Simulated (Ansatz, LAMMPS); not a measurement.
# Cd23Hg13Se20S16 with crystalline order left by the classical run (72 atoms): support functions against a reference

Wanted: errors and times of a linear-scaling basis for Cd23Hg13Se20S16 with crystalline order left by the classical run (72 atoms). A setting counts as converged where the r.m.s. difference of forces stays under 1 % of the r.m.s. force.

Main program and level: Ansatz 0.2.0; Kohn-Sham DFT, PBE, PAW (set soft_2), plane waves.

### Step 1. The structure

The cell holds 72 atoms: 23 Cd, 13 Hg, 20 Se and 16 S. Its edges and angles: a = 12.494 Å, b = 12.494 Å, c = 12.494 Å, α = 90.0°, β = 90.0°, γ = 90.0°. 72 atoms (23 Cd, 13 Hg, 20 Se, 16 S) placed at random at 6.2 g/cm³, melted at 2500 K for 10 ps at fixed volume with the Stillinger-Weber II-VI potential (Zhou et al., Phys. Rev. B 88, 085309 (2013)). Quenched from 2500 K to 500 K at 5 K/ps and fixed volume, held 5 ps, then minimised at fixed cell.

Limits known from the start: The quench rate of 5 K/ps far exceeds what a furnace or splat quench reaches, so expect more defects and frozen-in strain than in a real sample. The network of bonds at the start is that of the classical potential that made the cell, and needn't be the one that DFT or experiment would give. The Brillouin zone is sampled at Γ only, in a cell whose shortest periodic width is 12 Å. The levels lack spin–orbit coupling, which is large for the heavy elements here.

### Step 2. Making the structure

A classical potential makes the cell, at a small fraction of what the same run would cost in DFT.

This step: classical MD, Stillinger-Weber II-VI potential (Zhou et al., Phys. Rev. B 88, 085309 (2013)) (LAMMPS 22 Jul 2025 - Update 4).

Contents of in.lmp:

```
# melt-quench of Cd23Hg13Se20S16
units metal
atom_style atomic
boundary p p p
region box block 0 12.4941 0 12.4941 0 12.4941
create_box 4 box
mass 1 112.4140   # Cd
mass 2 200.5920   # Hg
mass 3 78.9710   # Se
mass 4 32.0600   # S
create_atoms 1 random 23 825190 NULL overlap 2.16 maxtry 2000
create_atoms 2 random 13 825197 NULL overlap 2.16 maxtry 2000
create_atoms 3 random 20 825204 NULL overlap 2.16 maxtry 2000
create_atoms 4 random 16 825211 NULL overlap 2.16 maxtry 2000
pair_style sw
pair_coeff * * CdTeZnSeHgS0.sw Cd Hg Se S
neigh_modify delay 0 every 1 check yes
thermo_style custom step time temp pe press density
thermo_modify norm yes
timestep 0.001
thermo 100
min_style cg
minimize 1e-4 1e-4 200 2000
reset_timestep 0
velocity all create 2500 825191 mom yes dist gaussian
fix lim all nve/limit 0.05
fix lan all langevin 2500 2500 0.1 825192 zero yes
thermo 500
run 1000 post no
unfix lim
unfix lan
thermo 1666
fix md all nvt temp 2500 2500 0.1
run 10000 post no
unfix md
thermo 40000
fix md all nvt temp 2500 500 0.1
run 400000 post no
unfix md
thermo 2500
fix md all nvt temp 500 500 0.1
run 5000 post no
unfix md
thermo 100
min_style cg
minimize 0 1e-3 2000 20000
write_dump all custom glass.dump id type xs ys zs modify sort id
```

Run with:

```bash
$ lmp -in in.lmp -log none -nocite
```

Standard output:

```text
LAMMPS (22 Jul 2025 - Update 4)
Created orthogonal box = (0 0 0) to (12.4941 12.4941 12.4941)
Created 23 atoms
Created 13 atoms
Created 20 atoms
Created 16 atoms
   Step          Time           Temp          PotEng         Press         Density
         0   0              0              0.2450278      360163.29      6.202965
       100   0.1            0             -1.8447442      4809.0149      6.202965
       131   0.131          0             -1.8731553      8580.2838      6.202965
Loop time of 0.0306603 s on 1 MPI rank(s) for 131 steps with 72 atoms
Minimization stats:
  Stopping criterion = energy tolerance
  Energy initial, next-to-last, final =
     0.245027800707769  -1.87299558993016  -1.87315530655036
  Force two-norm initial, final = 91.141313 0.40682293
  Iterations, force evaluations = 131 202
   Step          Time           Temp          PotEng         Press         Density
         0   0              2500          -1.8731553      21145.419      6.202965
       500   0.5            2279.5365     -1.501983       31384.336      6.202965
      1000   1              2643.5997     -1.5336445      52183.051      6.202965
Loop time of 0.154402 s on 1 MPI rank(s) for 1000 steps with 72 atoms
   Step          Time           Temp          PotEng         Press         Density
      1000   1              2643.5997     -1.5336445      52183.05       6.202965
      1666   1.666          2510.3043     -1.4560517      41719.547      6.202965
      3332   3.332          2294.4051     -1.4966713      19620.435      6.202965
      4998   4.998          2393.6585     -1.4831377      42564.201      6.202965
      6664   6.664          2788.1073     -1.4481258      23215.499      6.202965
      8330   8.33           2443.5702     -1.4540781      33791.768      6.202965
[... 2 lines left out ...]
Loop time of 1.60419 s on 1 MPI rank(s) for 10000 steps with 72 atoms
   Step          Time           Temp          PotEng         Press         Density
[... 12 lines left out ...]
Loop time of 54.0098 s on 1 MPI rank(s) for 400000 steps with 72 atoms
   Step          Time           Temp          PotEng         Press         Density
[... 2 lines left out ...]
    415000   415            472.29749     -2.0888411     -792.30732      6.202965
    416000   416            483.3217      -2.091458      -1196.5146      6.202965
Loop time of 0.54182 s on 1 MPI rank(s) for 5000 steps with 72 atoms
   Step          Time           Temp          PotEng         Press         Density
    416000   416            483.3217      -2.091458      -1196.5148      6.202965
    416049   416.049        483.3217      -2.1592144     -4166.8117      6.202965
Loop time of 0.0108736 s on 1 MPI rank(s) for 49 steps with 72 atoms
Minimization stats:
  Stopping criterion = force tolerance
  Energy initial, next-to-last, final =
     -2.09145798473454  -2.15921437081943  -2.15921437208601
  Force two-norm initial, final = 10.074767 0.0009454627
  Iterations, force evaluations = 49 96
```

It took 56 s on 1 thread of Arm Neoverse V1, shared host; peak memory 0.078 GiB.

### Step 3. Plane-wave single point

This run is the reference for what follows, at a cutoff of 420 eV.

Contents of input.yaml:

```yaml
crystal:
  lattice:
    - [12.4941, 0.0, 0.0]
    - [0.0, 12.4941, 0.0]
    - [0.0, 0.0, 12.4941]
  atoms:
    - { symbol: Cd, position: [0.01454, 0.87047, 0.77468] }
    - { symbol: Cd, position: [0.34448, 0.35054, 0.31373] }
    - { symbol: Cd, position: [0.3703, 0.89296, 0.57487] }
    - { symbol: Cd, position: [0.04414, 0.4026, 0.45477] }
    - { symbol: Cd, position: [0.84106, 0.10541, 0.94156] }
    - { symbol: Cd, position: [0.69929, 0.37969, 0.37865] }
    - { symbol: Cd, position: [0.50763, 0.59324, 0.19549] }
    - { symbol: Cd, position: [0.85191, 0.63076, 0.91475] }
    - { symbol: Cd, position: [0.17606, 0.10182, 0.10515] }
    - { symbol: Cd, position: [0.1824, 0.09704, 0.7818] }
    - { symbol: Cd, position: [0.6722, 0.83971, 0.73431] }
    - { symbol: Cd, position: [0.52626, 0.13554, 0.78526] }
    - { symbol: Cd, position: [0.65948, 0.83657, 0.06446] }
    - { symbol: Cd, position: [0.53697, 0.1304, 0.4702] }
    - { symbol: Cd, position: [0.20236, 0.63785, 0.65722] }
    - { symbol: Cd, position: [0.69202, 0.38149, 0.041] }
    - { symbol: Cd, position: [0.04156, 0.4023, 0.78361] }
    - { symbol: Cd, position: [0.5031, 0.59268, 0.52474] }
    - { symbol: Cd, position: [0.89388, 0.16848, 0.26516] }
    - { symbol: Cd, position: [0.34131, 0.35061, 0.63782] }
    - { symbol: Cd, position: [0.34017, 0.35403, 0.97346] }
    - { symbol: Cd, position: [0.00922, 0.87046, 0.11828] }
    - { symbol: Cd, position: [0.37054, 0.88607, 0.23827] }
    - { symbol: Hg, position: [0.85222, 0.6166, 0.58699] }
    - { symbol: Hg, position: [0.66495, 0.83712, 0.38785] }
    - { symbol: Hg, position: [0.04207, 0.40519, 0.11462] }
    - { symbol: Hg, position: [0.21274, 0.64463, 0.33436] }
    - { symbol: Hg, position: [0.521, 0.13106, 0.12241] }
    - { symbol: Hg, position: [0.36975, 0.87778, 0.89866] }
    - { symbol: Hg, position: [0.68815, 0.37951, 0.7134] }
    - { symbol: Hg, position: [0.20578, 0.64881, 0.99682] }
    - { symbol: Hg, position: [0.17799, 0.10787, 0.45006] }
    - { symbol: Hg, position: [0.02266, 0.87926, 0.44913] }
    - { symbol: Hg, position: [0.8491, 0.62288, 0.24295] }
    - { symbol: Hg, position: [0.50834, 0.59515, 0.84702] }
    - { symbol: Hg, position: [0.72622, 0.05895, 0.28977] }
    - { symbol: Se, position: [0.35836, 0.00481, 0.07313] }
    - { symbol: Se, position: [0.19499, 0.77128, 0.1682] }
    - { symbol: Se, position: [0.85525, 0.74428, 0.41737] }
    - { symbol: Se, position: [0.22649, 0.30406, 0.13789] }
    - { symbol: Se, position: [0.36538, 0.01607, 0.41344] }
    - { symbol: Se, position: [0.19292, 0.76478, 0.82307] }
    - { symbol: Se, position: [0.39286, 0.55277, 0.01428] }
    - { symbol: Se, position: [0.71416, 0.04329, 0.75636] }
    - { symbol: Se, position: [0.04083, 0.03087, 0.6185] }
    - { symbol: Se, position: [0.52469, 0.25804, 0.96422] }
    - { symbol: Se, position: [0.55431, 0.7943, 0.56063] }
    - { symbol: Se, position: [0.53398, 0.25116, 0.30663] }
    - { symbol: Se, position: [0.03484, 0.53008, 0.94634] }
    - { symbol: Se, position: [0.05267, 0.03208, 0.27748] }
    - { symbol: Se, position: [0.03791, 0.52874, 0.28707] }
    - { symbol: Se, position: [0.22423, 0.3009, 0.80109] }
    - { symbol: Se, position: [0.87301, 0.27451, 0.07717] }
    - { symbol: Se, position: [0.87002, 0.27988, 0.7811] }
    - { symbol: Se, position: [0.02895, 0.00919, 0.94711] }
    - { symbol: Se, position: [0.20377, 0.77409, 0.50265] }
    - { symbol: S, position: [0.84182, 0.74638, 0.08221] }
    - { symbol: S, position: [0.5554, 0.79023, 0.89137] }
    - { symbol: S, position: [0.86829, 0.14307, 0.62169] }
    - { symbol: S, position: [0.85161, 0.74439, 0.74863] }
    - { symbol: S, position: [0.68773, 0.49745, 0.21143] }
    - { symbol: S, position: [0.38495, 0.54502, 0.67787] }
    - { symbol: S, position: [0.03407, 0.51988, 0.62032] }
    - { symbol: S, position: [0.54853, 0.78738, 0.22472] }
    - { symbol: S, position: [0.22581, 0.30501, 0.47001] }
    - { symbol: S, position: [0.52549, 0.26222, 0.63283] }
    - { symbol: S, position: [0.68225, 0.49572, 0.54612] }
    - { symbol: S, position: [0.36425, 0.0089, 0.74864] }
    - { symbol: S, position: [0.69148, 0.50426, 0.88042] }
    - { symbol: S, position: [0.39232, 0.54609, 0.35004] }
    - { symbol: S, position: [0.69725, 0.03145, 0.08558] }
    - { symbol: S, position: [0.87725, 0.28131, 0.4306] }
kpoints:
  mp_grid: { grid: [1, 1, 1] }
hamiltonian:
  xc: pbe
scf:
  occupations: { method: fermi_dirac, width: 0.05 }
output:
  forces: true
  stress: true
  populations: true
  dos:
    method: { smearing: { sigma: 0.08 } }
    de: 0.1
    projected: { site_lists: { Cd: [Cd], Hg: [Hg], S: [S], Se: [Se] } }
  eigenvalues: true
  write_density: true
  write_potential: true
  volumetric_format: npy
  elf: true
```

Run with:

```bash
$ ansatz run input.yaml --threads 4 --pin off --max-ram 8192MiB --backend cpu --events-out ev --progress --plain --runs-dir out
```

Standard output:

```text
Engine: ansatz 0.2.0, aarch64-unknown-linux-gnu
Pseudopotentials: kind: paw
Pseudopotential: Cd, paw, valence charge 20, recommended cutoff 420 eV (normal), Cd.paw.azcp
Pseudopotential: Hg, paw, valence charge 20, recommended cutoff 420 eV (normal), Hg.paw.azcp
Pseudopotential: Se, paw, valence charge 16, recommended cutoff 420 eV (normal), Se.paw.azcp
Pseudopotential: S, paw, valence charge 6, recommended cutoff 420 eV (normal), S.paw.azcp
[... 5 lines on functional and potentials left out ...]
Crystal: 72 atoms, lattice volume = 1950.361 Å³
Basis set: ecut = 420 eV, 38089 PW (Γ), exchange–correlation on 180×180×180 points (8 copies of the dense FFT grid, shifted against one another)
Bands: 682, of which v1, the nominal top of the filled ones, is band 568 counted from 1 (567 counted from 0)
Symmetry: 1 space group operations
Space group: P1 (ITA 1), of the structure as read, at distance tolerance 1.2e-4 Å
k-points: 1
[... 9 lines on functional and potentials left out ...]
Initial density: superposition of atomic densities (neutral atoms: chi_scale 0, normalization atom), corrected by the library's trained network
Initial wavefunctions: pseudopotential atomic-orbital guess
Functional: x = pbe(κ = 0.804, μ = 0.219515), c = pbe(β = 0.066725)
SCF iter   1: F=—  HF=-493263.196432 eV  |F-HF|=—  |Δ(HF+E_count)|=         —  Δρ=2.71e-3  dr2=3.39e-1  ethr=1.77e-3  ⟨swp⟩=5.0  Hψ=2202  notcnv=0  defer=79
preconditioner: auto → LDOS  [metal: Δε(μ)=0.099 eV  Ē_g=11.051 eV  σ=0.050 eV  W_gap=0.46  n_scr=484 (ndim 8)  ℏωp=21.4 eV  f_vac=0.151  D(μ)=15.81/eV (n_scr^D=56)  β→1.0]
SCF iter   2: F=—  HF=-493263.247112 eV  |F-HF|=—  |Δ(HF+E_count)|=   5.07e-2  Δρ=2.52e-3  dr2=4.24e-1  ethr=2.98e-5  ⟨swp⟩=2.0  Hψ=1272  notcnv=0  defer=94
SCF iter   3: F=—  HF=-493263.184384 eV  |F-HF|=—  |Δ(HF+E_count)|=   6.27e-2  Δρ=1.12e-3  dr2=1.12e-1  ethr=2.98e-5  ⟨swp⟩=2.0  Hψ=932  notcnv=0  defer=94
SCF iter   4: F=—  HF=-493263.169834 eV  |F-HF|=—  |Δ(HF+E_count)|=   1.45e-2  Δρ=6.65e-4  dr2=3.12e-2  ethr=9.84e-6  ⟨swp⟩=1.0  Hψ=785  notcnv=0  defer=94
SCF iter   5: F=—  HF=-493263.167417 eV  |F-HF|=—  |Δ(HF+E_count)|=   2.42e-3  Δρ=4.53e-4  dr2=1.51e-2  ethr=2.74e-6  ⟨swp⟩=2.0  Hψ=879  notcnv=0  defer=94
SCF iter   6: F=—  HF=-493263.165933 eV  |F-HF|=—  |Δ(HF+E_count)|=   1.48e-3  Δρ=3.14e-4  dr2=6.35e-3  ethr=1.32e-6  ⟨swp⟩=2.0  Hψ=891  notcnv=0  defer=94
SCF iter   7: F=—  HF=-493263.165384 eV  |F-HF|=—  |Δ(HF+E_count)|=   5.49e-4  Δρ=2.41e-4  dr2=3.10e-3  ethr=5.59e-7  ⟨swp⟩=2.0  Hψ=681  notcnv=0  defer=94
SCF iter   8: F=—  HF=-493263.165151 eV  |F-HF|=—  |Δ(HF+E_count)|=   2.33e-4  Δρ=1.92e-4  dr2=1.84e-3  ethr=2.73e-7  ⟨swp⟩=2.0  Hψ=671  notcnv=0  defer=94
SCF iter   9: F=—  HF=-493263.165291 eV  |F-HF|=—  |Δ(HF+E_count)|=   1.39e-4  Δρ=1.47e-4  dr2=1.03e-3  ethr=1.62e-7  ⟨swp⟩=2.0  Hψ=878  notcnv=0  defer=94
SCF iter  10: F=—  HF=-493263.165259 eV  |F-HF|=—  |Δ(HF+E_count)|=   3.17e-5  Δρ=1.08e-4  dr2=5.58e-4  ethr=9.05e-8  ⟨swp⟩=2.0  Hψ=878  notcnv=0  defer=94
[...]
SCF iter  13: F=—  HF=-493263.171307 eV  |F-HF|=—  |Δ(HF+E_count)|=   6.20e-3  Δρ=2.57e-5  dr2=4.09e-5  ethr=8.42e-9  ⟨swp⟩=2.0  Hψ=972  notcnv=0  defer=94
SCF iter  14: F=—  HF=-493263.171305 eV  |F-HF|=—  |Δ(HF+E_count)|=   2.68e-6  Δρ=1.60e-5  dr2=1.72e-5  ethr=3.60e-9  ⟨swp⟩=2.0  Hψ=697  notcnv=0  defer=94
SCF iter  15: F=—  HF=-493263.171304 eV  |F-HF|=—  |Δ(HF+E_count)|=   1.01e-6  Δρ=1.01e-5  dr2=6.70e-6  ethr=1.51e-9  ⟨swp⟩=2.0  Hψ=696  notcnv=0  defer=94
SCF iter  16: F=—  HF=-493263.171304 eV  |F-HF|=—  |Δ(HF+E_count)|=   1.90e-7  Δρ=6.59e-6  dr2=3.09e-6  ethr=5.90e-10  ⟨swp⟩=2.0  Hψ=891  notcnv=0  defer=94
SCF iter  17: F=—  HF=-493263.171303 eV  |F-HF|=—  |Δ(HF+E_count)|=   2.37e-7  Δρ=3.95e-6  dr2=9.52e-7  ethr=2.72e-10  ⟨swp⟩=2.0  Hψ=891  notcnv=0  defer=94
SCF iter  18: F=—  HF=-493263.171303 eV  |F-HF|=—  |Δ(HF+E_count)|=   1.80e-9  Δρ=2.91e-6  dr2=5.46e-7  ethr=8.38e-11  ⟨swp⟩=2.0  Hψ=891  notcnv=0  defer=94
SCF iter  19: F=—  HF=-493263.171303 eV  |F-HF|=—  |Δ(HF+E_count)|=   2.03e-8  Δρ=2.21e-6  dr2=3.35e-7  ethr=4.81e-11  ⟨swp⟩=2.0  Hψ=684  notcnv=0  defer=94
SCF iter  20: F=—  HF=-493263.171303 eV  |F-HF|=—  |Δ(HF+E_count)|=   1.08e-8  Δρ=1.79e-6  dr2=1.96e-7  ethr=2.95e-11  ⟨swp⟩=2.0  Hψ=684  notcnv=0  defer=94
SCF iter  21: F=—  HF=-493263.171303 eV  |F-HF|=—  |Δ(HF+E_count)|=   8.96e-9  Δρ=1.47e-6  dr2=1.24e-7  ethr=1.72e-11  ⟨swp⟩=2.0  Hψ=665  notcnv=0  defer=94
SCF iter  22: F=-493263.171303 eV  HF=-493263.171303 eV  |F-HF|=6.98e-8  |Δ(HF+E_count)|=   3.90e-9  Δρ=1.20e-6  dr2=8.04e-8  ethr=8.80e-12  ⟨swp⟩=13.0  Hψ=4492  notcnv=0
SCF 1 converged in 22 iterations: F = -493263.171303 eV  dr2 = 8.04e-8
  greatest PAW one-centre occupation: 1.000 electrons in one spin orbital (limit 2), on the Hg atom at site 30 (counted from 0), in its partial waves of l = 0
SCF converged after 22 iterations
Free energy (F): -493263.171303 eV
Harris-Foulkes:  -493263.171303 eV  (|F-HF|=6.98e-8)
Internal energy: -493263.041219 eV  (E = F + TS)
E sigma→0 (E₀):  -493263.106261 eV
Entropy (-TS):   -0.130084 eV (-1.807 meV/atom)
Fermi energy:    8.424249 eV
--- Per-component energies (eV) ---
  E_band       = -25892.028297
  E_kinetic    = 23525.822233
  E_local      = -190406.021474  (includes V_loc(G=0)·N_el)
  E_nonlocal   = -9730.782632
  E_hartree    = 88215.907458
  E_xc         = -10554.436035
  E_vxc        = -11850.398557  (∫ρ·V_xc dr)
  E_paw        = -271028.393636  (= ΣΔE_a)
  E_vpaw       = -13862.456399  (= ΣTr[D̂ρ^β])
  E_aug_tail   = 0.000623  (compensation charges beyond the density's cutoff)
  E_ewald      = -123285.137756
  E_smearing   = -0.130084  (= −TS)
  E_closure    = -0.000000  (closes the sum)
  Σ components = -493263.171303   (vs F -493263.171303, Δ=0.00e0)
--- Forces (eV/Å), atoms counted from 1 ---
  atom   1  Cd    -0.23114118    -0.13829917     0.08638869
  atom   2  Cd     0.06095376    -0.00049406    -0.08299926
  atom   3  Cd    -0.16391974    -0.20388013     0.59683811
  atom   4  Cd    -0.28946310    -0.27778367    -0.00706318
  atom   5  Cd    -0.53760972     0.06753034    -0.26555189
  atom   6  Cd     0.39690714    -0.13539525    -0.03593362
  atom   7  Cd     0.14866027    -0.21931683    -0.26949463
  atom   8  Cd    -0.14817674    -0.12328163     0.01222617
  atom   9  Cd    -0.28524251    -0.05487509     0.06229143
  atom  10  Cd    -0.09444804    -0.20773783     0.00587427
  atom  11  Cd     0.07717275     0.15434709    -0.07711340
  atom  12  Cd     0.00681960    -0.35829199     0.35455640
  atom  13  Cd     0.01968260     0.06156850    -0.31476167
  atom  14  Cd    -0.01664896     0.04896473     0.59369785
[...]
atom  71  S      0.44558058    -0.01496821    -0.78241967
  atom  72  S     -0.15321612     0.11355854    -0.33475005
  max |Σ_I F_I| component: 3.18e-5 eV/Å
--- Stress (GPa, compression-positive) ---
        1.141177      -0.350993      -1.814731
       -0.350993       3.090974      -1.537058
       -1.814731      -1.537058       3.022656
  P = ⅓ Tr σ = 2.4183 GPa (24.183 kbar)
--- Band table (eV) ---
  k-point 0: bands = ["-106.6836", "-106.6245", "-106.6198", "-106.4743", [... 666 levels ...], "14.6940", "14.7423", "14.7888", "14.8765", "14.9134", "14.9948", "15.0021", "15.0428", "15.0801", "15.1207", "15.1535", "15.1878"]
--- Löwdin populations: 72 sites ---
  site symbol       q [e]
     0     Cd     18.8453
     1     Cd     18.7705
     2     Cd     18.7771
[...]
71      S      6.9286
  spilling = 0.006260 (of n_electrons = 1136.000000)
```

It took 91 s on 4 threads of Arm Neoverse V1, shared host; peak memory 3.5 GiB.

Numbers from this run:

```yaml
free_energy: -493263.1713 eV
free_energy_per_atom: -6850.8774 eV/atom
scf_cycles: 22
pressure: 2.418 GPa
r_m_s_force_component: 0.3683 eV/Å
longest_force: 2.564 eV/Å
fermi_energy: 8.424 eV
levels_partly_filled_by_over_2_per_cent: 2
spilling_of_the_projection: 0.00626
```

The r.m.s. force component of 0.37 eV/Å sets the scale for the differences below.

[end of part 1 of 3]

[Long decimals in the printed logs are rounded to 6 places.]

[Logs are printed without paths, hosts, clocks, repeated set-up lines and the standing remarks that a program may print on its own settings, such as how far it seeks lower states.]

[Hosts, paths, dates, database ids (printed as entryN), source tags and the programs' standing remarks are cut or masked in the printed files.]
